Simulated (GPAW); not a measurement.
# Al3BP4 (ordered alloy, started on the zincblende lattice) (P-43m): G0W0 on several meshes in GPAW

Wanted: mesh dependence and cost of G0W0 for Al3BP4 (ordered alloy, started on the zincblende lattice) (P-43m).

Program: GPAW 26.7.0. Level of theory: PBE and many-body steps on it, plane waves. Results are calculated unless marked as measured.

Report form: the programs' logs are mostly left out.

The structure was built from a prototype and need not be the compound's stable phase.

**1. Set-up**

The structure is cubic, space group P-43m (No. 215). Conventional cell: a = 5.280 Å, b = 5.280 Å, c = 5.280 Å, α = 90.00°, β = 90.00°, γ = 90.00°. Nearest to B lie 4 P at 2.07 Å. Nearest to P lie 1 B at 2.07 Å and 3 Al at 2.37 Å. Nearest to Al lie 4 P at 2.37 Å. Farther neighbours are not listed.

Structure file:

```xyz
8
Lattice="5.2802 0.0000 0.0000 0.0000 5.2802 0.0000 0.0000 0.0000 5.2802" Properties=species:S:1:pos:R:3 pbc="T T T"
B     0.0000    0.0000    0.0000
P     1.1936    1.1936    1.1936
Al    2.6401    2.6401    0.0000
P     4.0866    4.0866    1.1936
Al    2.6401    0.0000    2.6401
P     4.0866    1.1936    4.0866
Al    0.0000    2.6401    2.6401
P     1.1936    4.0866    4.0866
```

The structure was relaxed with PBE. The structure type comes from a generator and need not be one that this composition takes. The runs that relaxed it are not among those shown.

**2. Empty states on the mesh, 2×2×2 mesh, 505 bands**

This step: GPAW 26.7.0; DFT, PBE, plane waves, PAW.

The sums over transitions need many empty states on a uniform mesh; this step solves for them.

The input, run.py:

```python
import json
import numpy as np
from gpaw.mpi import world
from gpaw import GPAW

calc = GPAW('gs.gpw').fixed_density(kpts={'size': (2, 2, 2), 'gamma': True},
    parallel={'domain': 1, 'band': 1},
    txt='nscf.txt')
calc.diagonalize_full_hamiltonian(nbands=505)
calc.write('full.gpw', mode='all')
res = {}
kpts = calc.get_ibz_k_points()
res['kpts'] = kpts
res['eigenvalues'] = [calc.get_eigenvalues(kpt=k) for k in range(len(kpts))]
res['n_electrons'] = calc.get_number_of_electrons()

if world.rank == 0:
    with open('result.json', 'w') as f:
        json.dump(res, f, default=lambda x: x.tolist())
```

Run with:

```
mpirun -n 4 gpaw python run.py
```

Run time: 2 min. Hardware: 4 MPI ranks of Arm Neoverse V1, shared host; peak memory 6.8 GiB.

This step gave:

* gap: 1.036 eV
* k of the valence top: 0, 0, 0
* k of the conduction bottom: 0.5, 0.5, 0.5
* least direct gap: 1.415 eV
* k points computed: 4
* lowest point of the top converged band, above the valence top: 118.0462 eV

On this mesh the gap is 1.036 eV.

**3. 2×2×2**

Now the one-shot GW correction: screening in the RPA, then the self-energy of the levels asked for.

This step: G0W0 on PBE, plane waves, PAW.

The input, run.py:

```python
import json
import numpy as np
from gpaw.mpi import world
from gpaw.response.g0w0 import G0W0

gw = G0W0('full.gpw',
    filename='gw',
    kpts=[0, 3],
    bands=(14, 18),
    ecut=39,
    nbands=81,
    integrate_gamma='WS',
    ppa=True)
gw.calculate()
res = {mode: {k: v for k, v in r.items() if k != 'sigma_eskwn'}
       for mode, r in gw.all_results.items()}

if world.rank == 0:
    with open('result.json', 'w') as f:
        json.dump(res, f, default=lambda x: x.tolist())
```

Run with:

```
mpirun -n 4 gpaw python run.py
```

The job ended after 9.9 s (4 MPI ranks; peak memory 1.4 GiB).

This step gave:

* G0W0 gap on the points computed: 1.529 eV
* least direct G0W0 gap on the computed points: 1.683 eV
* Z at the valence top: 0.7881
* Z at the conduction bottom: 0.7939
* starting gap on the mesh: 1.036 eV
* k of the valence top: 0, 0, 0
* k of the conduction bottom: 0.5, 0.5, 0.5

The gap on the mesh goes from 1.04 eV to 1.53 eV, a correction of +0.49 eV.

**4. Empty states on the mesh, 4×4×4 mesh, 91 bands**

This step: DFT, PBE, plane waves, PAW.

The input, run.py:

```python
import json
import numpy as np
from gpaw.mpi import world
from gpaw import GPAW

calc = GPAW('gs.gpw').fixed_density(kpts={'size': (4, 4, 4), 'gamma': True},
    nbands=106,
    convergence={'bands': 91},
    txt='nscf.txt')
calc.write('full.gpw', mode='all')
res = {}
kpts = calc.get_ibz_k_points()
res['kpts'] = kpts
res['eigenvalues'] = [calc.get_eigenvalues(kpt=k) for k in range(len(kpts))]
res['n_electrons'] = calc.get_number_of_electrons()

if world.rank == 0:
    with open('result.json', 'w') as f:
        json.dump(res, f, default=lambda x: x.tolist())
```

Run with:

```
mpirun -n 4 gpaw python run.py
```

The job ended after 38 s (4 MPI ranks; peak memory 0.87 GiB).

Numbers from this step:

```
gap                                                           : 1.036 eV
k of the valence top                                          : 0, 0, 0
k of the conduction bottom                                    : 0.5, 0.5, 0.5
least direct gap                                              : 1.415 eV
k points computed                                             : 10
lowest point of the top converged band, above the valence top : 28.65 eV
```

On this mesh the gap is 1.036 eV.

**5. 4×4×4**

This step: G0W0 on PBE, plane waves, PAW.

The input, run.py:

```python
import json
import numpy as np
from gpaw.mpi import world
from gpaw.response.g0w0 import G0W0

gw = G0W0('full.gpw',
    filename='gw',
    kpts=[0, 9],
    bands=(14, 18),
    ecut=39,
    nbands=81,
    integrate_gamma='WS',
    ppa=True)
gw.calculate()
res = {mode: {k: v for k, v in r.items() if k != 'sigma_eskwn'}
       for mode, r in gw.all_results.items()}

if world.rank == 0:
    with open('result.json', 'w') as f:
        json.dump(res, f, default=lambda x: x.tolist())
```

Run with:

```
mpirun -n 4 gpaw python run.py
```

Elapsed: 50 s, on 4 MPI ranks; peak memory 1.8 GiB; 3.3 min of CPU time.

Numbers from this step:

* G0W0 gap on the points computed: 1.542 eV
* least direct G0W0 gap on the computed points: 1.724 eV
* Z at the valence top: 0.7875
* Z at the conduction bottom: 0.7946
* starting gap on the mesh: 1.036 eV
* k of the valence top: 0, 0, 0
* k of the conduction bottom: 0.5, 0.5, 0.5

Against G0W0 in GPAW (2×2×2 mesh, 81 bands, screening to 39 eV, Godby-Needs plasmon pole), the gap moves by +0.013 eV.

**6. Side by side**

Times are wall times on 4 MPI ranks of Arm Neoverse V1, shared host, good to a factor of about two.

| run | mesh | bands | screening cutoff (eV) | DFT gap (eV) | gap on the mesh (eV) | direct (eV) | time |
| --- | --- | --- | --- | --- | --- | --- | --- |
| 2×2×2 | 2×2×2 | 81 | 39 | 1.036 | 1.529 | 1.683 | 9.9 s |
| 4×4×4 | 4×4×4 | 81 | 39 | 1.036 | 1.542 | 1.724 | 50 s |

**7. Results**

* 2×2×2: 1.529 eV
* 4×4×4: 1.542 eV
* known limits: not at the basis limit; coarse k mesh

In words: 4×4×4: +0.013 eV against 2×2×2. Bands and cutoff are finite, so the gap is not at the basis limit. The miss can reach some tenths of an eV and take either sign; the mesh is an error of its own. These stock PAW sets were not made for GW. In the G0W0 runs levels were corrected at 2 k points alone, so a gap called «on the mesh» is the least over those, and an edge elsewhere would be missed. The 2×2×2 mesh is coarse for this cell, which bears on the long-range parts of exchange and screening. Mesh or cutoff lie under what a gap needs, so these runs test behaviour and cost; their gaps are not to be quoted.

[Paths, hosts, dates, memory and timing lines, banners, echoed tables and standing remarks are left out of the program output.]

[Logs are printed without paths, hosts, clocks, repeated set-up lines and the standing remarks that a program may print on its own settings, such as how far it seeks lower states.]

[Runs of the session that timed out or met a known fault of the program may be left out.]

[Hosts, paths, dates, database ids (printed as entryN), source tags and the programs' standing remarks are cut or masked in the printed files.]
